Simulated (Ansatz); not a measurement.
# Photoemission of Si(111) with SiHCl2 on 25 % of the top atoms and H on the rest

What would XPS and angle-resolved spectra of Si(111) with SiHCl2 on 25 % of the top atoms and H on the rest look like?

Method: DFT, PBE, plane-wave PAW, default files, scalar-relativistic, in Ansatz 0.2.0.

## Step 1: The starting structure

The cell holds 35 atoms: 2 Cl, 8 H and 25 Si. Its edges and angles: a = 7.679 Å, b = 7.679 Å, c = 25.368 Å, α = 90.0°, β = 90.0°, γ = 60.0°. It derives from Si. How the cell was made: terminated face; group: SiHCl2; share of top atoms: 0.25; rest: H; oxygen in back bonds: 0; lower face: H. Regions: ad, 7 atoms (1 Si, 2 Cl and 4 H); L1, 4 atoms (4 Si); L2, 4 atoms (4 Si); L3, 4 atoms (4 Si); mid, 4 atoms (4 Si); rest, 12 atoms (8 Si and 4 H). Vacuum lies along c.

## Step 2: Bands by layer

The main run: bands along the zone's path, each state's share in the top and middle regions, the DOS and the planar potential. The cell holds 4 small cells, so the bands are unfolded.

Contents of input.yaml:

```yaml
crystal:
  lattice:
    - [7.6791796437, 0.0, 0.0]
    - [3.8395898218, 6.6503646517, 0.0]
    - [0.0, 0.0, 25.3684769138]
  atoms:
    - { symbol: Cl, position: [0.1642085876, 0.1049428528, 0.7410188628] }
    - { symbol: Cl, position: [0.731583469, 0.1035516041, 0.7409277578] }
    - { symbol: H, position: [0.1221214548, 0.7573970512, 0.7242610956] }
    - { symbol: Si, position: [0.014533863, -0.0283682305, 0.707044663] }
    - { symbol: H, position: [0.50392942, -0.0073436413, 0.6705765708] }
    - { symbol: H, position: [-0.0015596216, 0.505233966, 0.6718084356] }
    - { symbol: H, position: [0.4964396872, 0.5050610972, 0.6718204501] }
    - { symbol: Si, position: [-0.0003007346, 0.0007114353, 0.6139225231] }
    - { symbol: Si, position: [0.5008716835, -0.0015903381, 0.6116716418] }
    - { symbol: Si, position: [0.0002689278, 0.5012816085, 0.6126309046] }
    - { symbol: Si, position: [0.4985049009, 0.501230431, 0.612642778] }
    - { symbol: Si, position: [0.8327462207, 0.3345487494, 0.5829492321] }
    - { symbol: Si, position: [0.3335825337, 0.3328655034, 0.5822268431] }
    - { symbol: Si, position: [0.8340931688, 0.8336587277, 0.5816287581] }
    - { symbol: Si, position: [0.332367195, 0.8336482383, 0.5816381105] }
    - { symbol: Si, position: [0.8336214554, 0.3327623932, 0.4894839796] }
    - { symbol: Si, position: [0.3333375768, 0.3333470904, 0.489084221] }
    - { symbol: Si, position: [0.834093504, 0.8335647328, 0.4886393795] }
    - { symbol: Si, position: [0.3323897435, 0.8335659894, 0.488652574] }
    - { symbol: Si, position: [0.16641982, 0.167025951, 0.4574617253] }
    - { symbol: Si, position: [0.666566743, 0.167036255, 0.4574589272] }
    - { symbol: Si, position: [0.1669785915, 0.666108766, 0.4572171981] }
    - { symbol: Si, position: [0.6668024633, 0.6664077207, 0.4576940857] }
    - { symbol: Si, position: [0.166666667, 0.166666667, 0.364379502] }
    - { symbol: Si, position: [0.666666667, 0.166666667, 0.364379502] }
    - { symbol: Si, position: [0.166666667, 0.666666667, 0.364379502] }
    - { symbol: Si, position: [0.666666667, 0.666666667, 0.364379502] }
    - { symbol: Si, position: [0.0, 0.0, 0.333484743] }
    - { symbol: Si, position: [0.5, 0.0, 0.333484743] }
    - { symbol: Si, position: [0.0, 0.5, 0.333484743] }
    - { symbol: Si, position: [0.5, 0.5, 0.333484743] }
    - { symbol: H, position: [0.0, 0.0, 0.275933002] }
    - { symbol: H, position: [0.5, 0.0, 0.275933002] }
    - { symbol: H, position: [0.0, 0.5, 0.275933002] }
    - { symbol: H, position: [0.5, 0.5, 0.275933002] }
kpoints:
  mp_grid: { grid: [3, 3, 1] }
scf:
  occupations: { method: fermi_dirac, width: 0.02 }
  n_extra_bands: 39
hamiltonian:
  xc: pbe
  pseudopotentials: { kind: paw }
output:
  forces: true
  write_potential: true
  volumetric_format: []
  dos:
    projected:
      site_lists:
        adsorbate: [3, 0, 1, 2, 4, 5, 6]
        layer_1: [7, 8, 9, 10]
        layer_2: [11, 12, 13, 14]
        layer_3: [15, 16, 17, 18]
        middle: [19, 20, 21, 22]
        other_layers: [23, 24, 25, 26, 27, 28, 29, 30, 31, 32, 33, 34]
    de: 0.05
    e_range: [-30, 12]
    method: { smearing: { sigma: 0.12, scheme: gaussian } }
  eigenstates:
    kpoints:
      - [0.33333333, -0.33333333, 0.0]
      - [0.25, -0.375, 0.0]
      - [0.16666667, -0.41666667, 0.0]
      - [0.08333333, -0.45833333, 0.0]
      - [0.0, 0.5, 0.0]
      - [-0.08333333, 0.45833333, 0.0]
      # [... 29 more points ...]
      - [0.25, 0.5, 0.0]
      - [0.29166667, -0.41666667, 0.0]
    e_range: [-8.0, 6.0]
    unfold:
      supercell_matrix: [[2, 0, 0], [0, 2, 0], [0, 0, 1]]
      layers:
        axis: 3
        edges: [0.118257, 0.361459, 0.410326, 0.606626, 0.642869, 0.898692]
efield:
  axis: 3
  dipole_correction: true
```

Launch:

```
> ansatz run input.yaml --threads 4 --pin off --max-ram 11264MiB --backend cpu --events-out ev --progress --plain --runs-dir out
```

Numbers of over 12 decimals in the logs are rounded to 6 here.

What it wrote:

```text
scf.n_extra_bands = 39 over 61 filled bands (N_el = 122.0): the run solves 100 bands
Engine: ansatz 0.2.0, aarch64-unknown-linux-gnu
Pseudopotentials: kind: paw
Pseudopotential: Cl, paw, valence charge 7, recommended cutoff 420 eV (normal), Cl.paw.azcp
Pseudopotential: H, paw, valence charge 1, recommended cutoff 420 eV (normal), H.paw.azcp
Pseudopotential: Si, paw, valence charge 4, recommended cutoff 420 eV (normal), Si.paw.azcp
Functional definition: PBE
  parameter kappa = 0.804
  parameter beta = 0.066725
  exchange = pbe_x(kappa = kappa, mu = beta*pi^2/3)
  correlation = pbe_c(beta = beta)
Crystal: 35 atoms, lattice volume = 1295.551 Å³
Basis set: ecut = 420 eV, 25279 PW (Γ), exchange–correlation on 108×108×360 points (8 copies of the dense FFT grid, shifted against one another)
Bands: 100, of which v1, the nominal top of the filled ones, is band 61 counted from 1 (60 counted from 0)
Symmetry: 1 space group operations
Space group: P1 (ITA 1), of the structure as read, at distance tolerance 1.1e-4 Å
k-points: 5 of 9 (time reversal used)
Non-local potential: Cl, projectors of the file, l = 0: 2, l = 1: 2, l = 2: 2
Non-local potential: H, projectors of the file, l = 0: 2, l = 1: 1
Non-local potential: Si, projectors of the file, l = 0: 2, l = 1: 2, l = 2: 2
PAW form: soft (Blöchl's): semilocal exchange-correlation on the pseudo side does not see the compensation charge
PAW one-centre angular grid: Cl, 110 points (default); XC on 64 Gauss nodes
PAW one-centre angular grid: H, 110 points (default); XC on 64 Gauss nodes
PAW one-centre angular grid: Si, 110 points (default); XC on 64 Gauss nodes
Initial density: superposition of atomic densities (neutral atoms: chi_scale 0, normalization atom), corrected by the library's trained network
Initial wavefunctions: pseudopotential atomic-orbital guess
Functional: x = pbe(κ = 0.804, μ = 0.219515), c = pbe(β = 0.066725)
SCF iter   1: F=—  HF=-18183.376121 eV  |F-HF|=—  |Δ(HF+E_count)|=         —  Δρ=1.86e-3  dr2=4.26e-1  ethr=1.77e-3  p=-0.229 e·Å  D=-3.20e-2 V/Å  ΔV_dip=0.81 eV  dr2_dipole=1.19e-2  V_vac-E_F(+/−)=4.53/3.71 eV  ⟨swp⟩=8.6  Hψ=2864  notcnv=0  defer=45
efield: sawtooth ramp at fractional position 0.9585 (placed from the atoms, in the widest stretch of the axis that holds none; the zero of the levels goes with the place), width 0.1000; the density the first Hamiltonian is built on has a dipole p = -0.229 e·Å; the dipole correction subtracts the counter field D = -3.20e-2 V/Å, which shifts the + side's vacuum level by +0.81 eV against the − side's; the planar-averaged density in the ramp window peaks in size at 3.0e-5 e/Å³
preconditioner: auto → Resta (q_TF=auto, 1.840 Å⁻¹)  ε∞=2.8  [insulator: Δε(μ)=1.146 eV  Ē_g=8.462 eV  σ=0.020 eV  W_gap=1.00  n_scr=134 (ndim 8)  ℏωp=11.2 eV  f_vac=0.476  D(μ)=0.00/eV (n_scr^D=0)  ε∞_Penn≈2.8  vacuum switching on, ρ_ref=5.2e-3 e/Å³]
SCF iter   2: F=—  HF=-18183.318161 eV  |F-HF|=—  |Δ(HF+E_count)|=   5.80e-2  Δρ=8.24e-4  dr2=4.52e-2  ethr=3.49e-4  p=-0.156 e·Å  D=-2.18e-2 V/Å  ΔV_dip=0.55 eV  dr2_dipole=5.19e-3  V_vac-E_F(+/−)=4.74/4.19 eV  ⟨swp⟩=3.0  Hψ=643  notcnv=0  defer=165
SCF iter   3: F=—  HF=-18183.313149 eV  |F-HF|=—  |Δ(HF+E_count)|=   5.01e-3  Δρ=3.62e-4  dr2=3.05e-3  ethr=3.71e-5  p=-0.193 e·Å  D=-2.69e-2 V/Å  ΔV_dip=0.68 eV  dr2_dipole=8.40e-4  V_vac-E_F(+/−)=4.76/4.07 eV  ⟨swp⟩=3.0  Hψ=532  notcnv=0  defer=165
SCF iter   4: F=—  HF=-18183.314115 eV  |F-HF|=—  |Δ(HF+E_count)|=   9.66e-4  Δρ=2.04e-4  dr2=1.73e-3  ethr=2.50e-6  p=-0.172 e·Å  D=-2.41e-2 V/Å  ΔV_dip=0.61 eV  dr2_dipole=4.04e-4  V_vac-E_F(+/−)=4.73/4.12 eV  ⟨swp⟩=2.2  Hψ=532  notcnv=0  defer=165
SCF iter   5: F=—  HF=-18183.314481 eV  |F-HF|=—  |Δ(HF+E_count)|=   3.66e-4  Δρ=4.62e-5  dr2=4.00e-5  ethr=1.42e-6  p=-0.177 e·Å  D=-2.48e-2 V/Å  ΔV_dip=0.63 eV  dr2_dipole=2.37e-6  V_vac-E_F(+/−)=4.75/4.12 eV  ⟨swp⟩=2.2  Hψ=505  notcnv=0  defer=165
SCF iter   6: F=—  HF=-18183.314489 eV  |F-HF|=—  |Δ(HF+E_count)|=   8.16e-6  Δρ=2.27e-5  dr2=7.40e-6  ethr=3.28e-8  p=-0.176 e·Å  D=-2.46e-2 V/Å  ΔV_dip=0.62 eV  dr2_dipole=1.63e-8  V_vac-E_F(+/−)=4.75/4.13 eV  ⟨swp⟩=2.2  Hψ=799  notcnv=0  defer=165
SCF iter   7: F=—  HF=-18183.314498 eV  |F-HF|=—  |Δ(HF+E_count)|=   8.89e-6  Δρ=4.20e-6  dr2=5.17e-7  ethr=6.07e-9  p=-0.175 e·Å  D=-2.45e-2 V/Å  ΔV_dip=0.62 eV  dr2_dipole=5.70e-9  V_vac-E_F(+/−)=4.75/4.13 eV  ⟨swp⟩=2.0  Hψ=629  notcnv=0  defer=165
SCF iter   8: F=-18183.314498 eV  HF=-18183.314498 eV  |F-HF|=1.83e-8  |Δ(HF+E_count)|=   3.73e-8  Δρ=1.47e-6  dr2=3.35e-8  ethr=8.20e-11  p=-0.175 e·Å  D=-2.45e-2 V/Å  ΔV_dip=0.62 eV  dr2_dipole=2.67e-12  V_vac-E_F(+/−)=4.75/4.13 eV  ⟨swp⟩=22.4  Hψ=5255  notcnv=0
SCF 1 converged in 8 iterations: F = -18183.314498 eV  dr2 = 3.35e-8
  greatest PAW one-centre occupation: 0.910 electrons in one spin orbital (limit 2), on the Cl atom at site 1 (counted from 0), in its partial waves of l = 0
NSCF: frozen V_eff on 37 k-points
efield: sawtooth ramp at fractional position 0.9585 (kept from the solve that this one continues, or follows in the run), width 0.1000; the density the first Hamiltonian is built on has a dipole p = -0.175 e·Å; the dipole correction subtracts the counter field D = -2.45e-2 V/Å, which shifts the + side's vacuum level by +0.62 eV against the − side's; the planar-averaged density in the ramp window peaks in size at 1.3e-6 e/Å³
WARN: The output density's exchange-correlation potential varies sharply where the density is thin. Do not read a vacuum level from v_tot or v_xc, or from such a field of the output density. On a cell that repeats whose density bears no net charge and no dipole along the vacuum's axis use v_es (v_loc + v_h of the components); under efield.dipole_correction with no amplitude use v_es + v_field, which holds any externa [...]
SCF converged after 8 iterations
Free energy (F): -18183.314498 eV
Harris-Foulkes:  -18183.314498 eV  (|F-HF|=1.83e-8)
Internal energy: -18183.314498 eV  (E = F + TS)
E sigma→0 (E₀):  -18183.314498 eV
Fermi energy:    0.298962 eV
Dipole field:    D = -0.024482 V/Å  (p = -0.175285 e·Å, saw-weighted, corrected)
Work function:   Φ+ = 4.7503 eV   Φ− = 4.1292 eV
Levels:          The Fermi level and band energies are counted from a zero that moves with the ramp; work functions are not
--- Per-component energies (eV) ---
  E_band       = -667.377951
  E_kinetic    = 1439.421861
  E_local      = -31063.844597  (includes V_loc(G=0)·N_el)
  E_nonlocal   = 718.871495
  E_hartree    = 14900.456386
  E_xc         = -1662.915044
  E_vxc        = -1501.014992  (∫ρ·V_xc dr)
  E_paw        = -14143.631391  (= ΣΔE_a)
  E_vpaw       = -61.984347  (= ΣTr[D̂ρ^β])
  E_aug_tail   = -0.009634  (compensation charges beyond the density's cutoff)
  E_efield     = 0.002146  (sawtooth field / dipole correction)
  E_vefield    = 0.274945  (∫n·V_field dr)
  E_ewald      = 11628.334279
  E_smearing   = -0.000000  (= −TS)
  E_closure    = 0.000000  (closes the sum)
  Σ components = -18183.314498   (vs F -18183.314498, Δ=0.00e0)
--- Forces (eV/Å), atoms counted from 1 ---
  atom   1  Cl    -0.01981346    -0.01432464    -0.01127049
  atom   2  Cl     0.01060402    -0.00778220    -0.00181213
  atom   3  H      0.00089419     0.00775832    -0.00301022
  atom   4  Si     0.00517095     0.01656284     0.01760305
  atom   5  H     -0.00262540     0.00059130    -0.00018831
  atom   6  H     -0.00006714    -0.00144876    -0.00274868
  atom   7  H      0.00017117    -0.00108166    -0.00243158
  atom   8  Si     0.00380847    -0.00582736    -0.00127008
  atom   9  Si    -0.00086031     0.00099274     0.00080197
  atom  10  Si     0.00164022     0.00101379     0.00326663
  atom  11  Si    -0.00058710     0.00276281     0.00149463
  atom  12  Si    -0.00017454     0.00212537     0.00499130
  atom  13  Si    -0.00005263     0.00061310    -0.00133848
  atom  14  Si    -0.00010502    -0.00098211    -0.00286653
  atom  15  Si     0.00003684    -0.00175925    -0.00104334
  atom  16  Si     0.00069174    -0.00191505    -0.00107484
  atom  17  Si    -0.00011369    -0.00080855     0.00090334
  atom  18  Si     0.00012788     0.00166188     0.00110046
  atom  19  Si     0.00074474     0.00146670    -0.00027081
  atom  20  Si     0.00062212     0.00017032    -0.00094019
  atom  21  Si    -0.00091599    -0.00067281    -0.00089418
  atom  22  Si    -0.00072321    -0.00040656     0.00027523
  atom  23  Si     0.00066789     0.00076936     0.00116295
  atom  24  Si    -0.01006458     0.01493007    -0.07077404
  atom  25  Si     0.01024747     0.01529038    -0.07133024
  atom  26  Si     0.00058364    -0.01253217    -0.11673902
  atom  27  Si     0.00011695    -0.01715432    -0.03299020
  atom  28  Si    -0.00001477    -0.00161226     0.85200392
  atom  29  Si    -0.00002172     0.00454501     0.86531736
  atom  30  Si     0.00773994    -0.00148856     0.84230595
  atom  31  Si    -0.00796896    -0.00150027     0.84190659
  atom  32  H      0.00001074    -0.00010496    -0.77685522
  atom  33  H      0.00003650    -0.00210869    -0.77603909
  atom  34  H     -0.00335583     0.00112905    -0.77854102
  atom  35  H      0.00354815     0.00113020    -0.77858566
  max |Σ_I F_I| component: 1.19e-4 eV/Å
--- Band table (eV; the first three rows and the last of 5) ---
  k-point 0: bands = [... 57 lower, -0.7101, -0.7093, -0.2649, -0.2636, 0.8672, 0.8695, 0.8751, 1.3565, ... 35 higher]
  k-point 1: bands = [... 57 lower, -1.3763, -1.3034, -1.2090, -0.6645, 1.0072, 1.6308, 1.6676, 1.6991, ... 35 higher]
  k-point 2: bands = [... 57 lower, -1.3744, -1.3032, -1.2066, -0.6632, 1.0109, 1.6206, 1.6763, 1.6895, ... 35 higher]
  k-point 4: bands = [... 57 lower, -2.1750, -1.4338, -1.3942, -1.3082, 2.0931, 2.1318, 2.1463, 2.3444, ... 35 higher]
```

The job ended after 6.6 min (4 threads of Arm Neoverse V1, shared host; peak memory 5.1 GiB).

The column dr2 measures how far the density is from self-consistency, as an energy; F and HF (Harris–Foulkes) agree once it is small.

Numbers from this step:

```yaml
free_energy: -18183.3145 eV
fermi_energy: 0.2990 eV
symmetry_operations: 1
gap_on_the_k_mesh: 1.131 eV
zero_of_energy: valence-band maximum
share_of_occupied_states_in_no_projected_shell: 0.0115 of the occupied states in the window
ionisation_potential_upper_face: 5.313 eV
upper_vacuum_level_less_the_lowest_empty_level_kohn_sham_affinity: 4.182 eV
ionisation_potential_lower_face: 4.692 eV
```

A(k,E), total over k along the path and E. Zero: valence-band maximum.

Values in eV⁻¹, 12 rows by 16 columns, each cell a mean:
```
2.2 2.9 3.9 3.9 3.6 3.4 2.0 2.2 4.5 3.0 2.3 1.8 1.4 1.3 2.8 2.4
1.0 1.5 2.8 3.8 4.2 4.5 5.4 5.4 3.6 2.5 1.8 2.0 2.2 2.6 2.2 1.0
2.5 2.2 1.9 1.9 2.4 3.3 3.3 3.4 2.7 1.8 1.9 1.3 1.1 2.3 2.2 2.5
0.2 0.2 0.2 0.1 0.1 0.2 1.0 0.6 0.5 1.3 1.8 2.4 2.7 1.6 0.8 0.3
0.0 0.0 0.1 0.1 0.1 0.2 0.6 0.4 0.1 0.1 0.2 0.4 0.4 0.1 0.1 0.0
0.1 0.1 0.1 0.3 1.2 2.9 4.7 4.0 2.0 1.1 0.6 0.2 0.2 0.1 0.1 0.1
0.4 0.9 1.0 2.1 3.1 3.2 1.4 2.2 3.3 2.8 2.6 2.6 2.4 1.7 0.8 0.3
2.5 2.3 3.3 2.8 2.5 1.2 0.8 0.8 1.8 2.0 2.1 2.3 2.3 2.7 2.5 2.6
3.4 3.5 2.9 2.5 1.7 1.2 1.2 1.2 1.3 2.2 2.0 1.8 2.1 2.5 3.4 3.4
1.4 1.0 1.0 1.1 0.5 0.5 0.5 0.5 0.5 0.9 1.3 1.0 0.8 0.7 0.9 1.4
0.5 1.1 1.5 1.2 1.1 1.0 1.0 1.0 1.0 1.1 1.4 1.2 0.5 0.5 0.5 0.5
1.7 1.3 1.1 0.9 0.9 0.9 0.9 0.9 0.9 0.9 1.0 1.5 1.9 1.9 1.7 1.8
```
Columns: k along the path (Å⁻¹) from 0 to 2.58; rows upwards: E (eV) from -7.14 to 5.16.

A(k,E), top over k along the path and E. Zero: valence-band maximum.

Ten even steps from '_' (0.01 eV⁻¹) to '@' (1.07 eV⁻¹), each cell a mean:
```
------::------==****************##**++==--::::::::--====----
++++======--------++**********++==--------------::::--====++
--------==========--::::----::::----------::::::------------
....::--::::::::::::------------::::::::::----==------::....
::::....::::::::::::::................::..______....::----::
::::::::......__________....____........................::::
__________________________________________..........________
____________________________________________________________
____________________________________________________________
____________________________________________________________
____________________............____________________________
__________........::::......::::::::::..____________________
__............::::..........................................
::::::------------------==--------------::::....::::::::::--
@@@@@@%%@@@@%%########%%%%%%############%%@@@@%%%%%%%%@@@@@@
******++====++++++++++======++++++++++++++++**********++****
------====--::----------------------------====----======----
::........::::......................::::..................::
##############%%%%######****##########**##**################
______....::................................________________
______....__............................__....______________
____________________________________________________________
```
Columns: k along the path (Å⁻¹) from 0 to 2.58; rows upwards: E (eV) from -7.14 to 5.16.

A(k,E), middle over k along the path and E. Zero: valence-band maximum.

Values in eV⁻¹, 12 rows by 16 columns, each cell a mean:
```
0.70 1.30 1.80 1.67 1.33 1.13 0.36 0.52 1.70 0.95 0.79 0.68 0.52 0.40 1.05 0.81
0.26 0.51 1.22 1.80 2.01 2.12 2.45 2.47 1.73 1.20 0.78 0.83 0.92 1.16 0.90 0.27
1.28 1.12 0.95 1.01 1.30 1.76 1.71 1.78 1.33 0.86 0.96 0.66 0.53 1.07 1.13 1.24
0.11 0.11 0.08 0.06 0.07 0.11 0.58 0.33 0.28 0.71 0.91 1.19 1.34 0.88 0.41 0.14
0.02 0.02 0.03 0.03 0.04 0.10 0.31 0.20 0.08 0.06 0.10 0.22 0.22 0.05 0.03 0.02
0.02 0.03 0.05 0.16 0.61 1.46 2.49 2.08 1.00 0.60 0.31 0.10 0.08 0.05 0.03 0.02
0.18 0.48 0.53 1.09 1.59 1.73 0.80 1.29 1.78 1.44 1.26 1.27 1.18 0.92 0.44 0.17
1.24 1.09 1.55 1.30 1.09 0.43 0.14 0.17 0.75 0.84 1.05 1.19 1.19 1.24 1.20 1.26
1.03 1.22 0.99 0.87 0.62 0.33 0.30 0.31 0.39 0.80 0.55 0.45 0.58 0.84 1.22 1.03
0.66 0.35 0.42 0.52 0.11 0.08 0.08 0.08 0.09 0.33 0.55 0.23 0.13 0.12 0.28 0.66
0.12 0.51 0.59 0.31 0.23 0.21 0.19 0.20 0.21 0.27 0.50 0.54 0.10 0.09 0.10 0.10
1.06 0.63 0.48 0.37 0.34 0.33 0.34 0.34 0.33 0.34 0.42 0.73 1.05 1.07 1.02 1.09
```
Columns: k along the path (Å⁻¹) from 0 to 2.58; rows upwards: E (eV) from -7.14 to 5.16.

A(k,E), bottom over k along the path and E. Zero: valence-band maximum.

Ten even steps from '0' (0.01 eV⁻¹) to '9' (2.04 eV⁻¹), each cell a mean:
```
222344455511111265332111112332
333344654573334875432222112333
111134445459998522111221233211
001111134454444321111111123100
211112222343224321121000121122
111100000002321112223332310111
000000000000000000111122210000
000000000000000000000110000000
000000000000000000000000000000
000000000024542100000000000000
000000012345555322110000000000
000011123442113333322211100000
001100332210000221123333321100
211124212100000121111111221112
112342132000000012111111123221
344322311111111111322111112443
443331110000000000112333333444
000000000000000000010000000000
000010111111111111101000000000
000112100000000000111100000000
221211121111111111111122222222
010111000000000000001110000000
```
Columns: k along the path (Å⁻¹) from 0 to 2.58; rows upwards: E (eV) from -7.14 to 5.16.

(Part 1 of 3 ends here.)

[Logs are printed without paths, hosts, clocks, repeated set-up lines and the standing remarks that a program may print on its own settings, such as how far it seeks lower states.]

[Hosts, paths, dates, database ids (printed as entryN), source tags and the programs' standing remarks are cut or masked in the printed files.]

[Maps of the electrostatic potential energy from Ansatz leave out the sawtooth potential of an applied field or a dipole correction, so their vacuum need not be flat; work functions include it.]
